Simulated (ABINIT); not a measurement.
# Calculated records

```cif
data_na2h6pt
_symmetry_space_group_name_H-M 'Fm-3m'
_symmetry_Int_Tables_number 225
_cell_length_a 7.2586
_cell_length_b 7.2586
_cell_length_c 7.2586
_cell_angle_alpha 90.000
_cell_angle_beta 90.000
_cell_angle_gamma 90.000
_cell_volume 382.44
loop_
_atom_site_label
_atom_site_type_symbol
_atom_site_symmetry_multiplicity
_atom_site_Wyckoff_symbol
_atom_site_fract_x
_atom_site_fract_y
_atom_site_fract_z
_atom_site_occupancy
Na1 Na 8 c 0.25000 0.25000 0.75000 1
H1 H 24 e 0.00000 0.00000 0.77446 1
Pt1 Pt 4 a 0.00000 0.00000 0.00000 1
_calc_subject 'A GW chain in ABINIT: Na2H6Pt (Fm-3m)'
_calc_method 'RPA screening on LDA, plane waves, norm-conserving pseudopotentials (and 2 further levels or steps)'
_calc_program 'ABINIT 10.8.3'
_calc_settings 'cutoff 38 Ha, PseudoDojo scalar-relativistic 0.4.1 standard, norm-conserving, ngkpt (2, 2, 2), nband 60, ecuteps 3.2 Ha, inclvkb 2, shiftk (0, 0, 0), symchi 1, awtr 1, frequency ppm, 2×2×2 k-mesh'
_calc_cost '5 runs, 5.4 min in all on 4 MPI ranks of AMD EPYC 7571, shared host'
_calc_notes 'The program’s warnings: nproc spkpt=  >= nkpt= * nsppol=. The cell and positions are those that the Materials Project relaxed with its own functionals (PBE, PBE+U or r2SCAN), kept fixed. Limits: no spin polarisation; d states lean on the start; no spin-orbit coupling. Local fields lower the RPA ε∞ on this mesh from 5.07 to 4.10; a Γ-centred mesh this coarse tends to raise both, most where the direct gap is narrow, while a short band sum lowers them. The 2×2×2 mesh is coarse for this cell, which bears on the long-range parts of exchange and screening. The runs have no spin polarisation. For a closed low-spin shell that is the natural state; where a d or f shell is open it is a constraint, and the gap is then not the crystal’s own.'
_calc_lda_gap '3.28 eV, indirect'
_calc_g0w0_gap_on_the_mesh '5.46 eV'
_calc_g0w0_gap_over_the_zone_rigid_shift '5.41 eV'
_calc_gw_settings '2×2×2 mesh, 60 bands, screening to 87.1 eV, Godby-Needs plasmon pole'
_calc_known_limits 'short of the basis limit; no spin polarisation; d states lean on the start; no spin-orbit coupling; coarse k mesh'
```

[Long decimals in the printed logs are rounded to 6 places.]

[Logs are printed without paths, hosts, clocks, repeated set-up lines and the standing remarks that a program may print on its own settings, such as how far it seeks lower states.]

[Paths, hosts, dates, memory and timing lines, banners, echoed tables and standing remarks are left out of the program output; an Ansatz launch command may be rebuilt from the run's recorded settings. Measured values are a selection of at most five: reports struck by readers or far from the other reports are left out. None is set beside runs whose start may be inverted or whose files or cutoffs have a known fault.]

[Runs of the session that timed out or met a known fault of the program may be left out.]

[Hosts, paths, dates, database ids (printed as entryN), source tags and the programs' standing remarks are cut or masked in the printed files.]

[G0W0 gaps are taken among the corrected bands and points alone; a level outside them can change the order at an edge.]

[Where Ansatz stands beside ABINIT at settings called matched, ABINIT's density can come from a denser mesh and the files from another edition; pairs whose starting gaps differed by over 0.03 eV were left out, so agreement reads better than it is.]
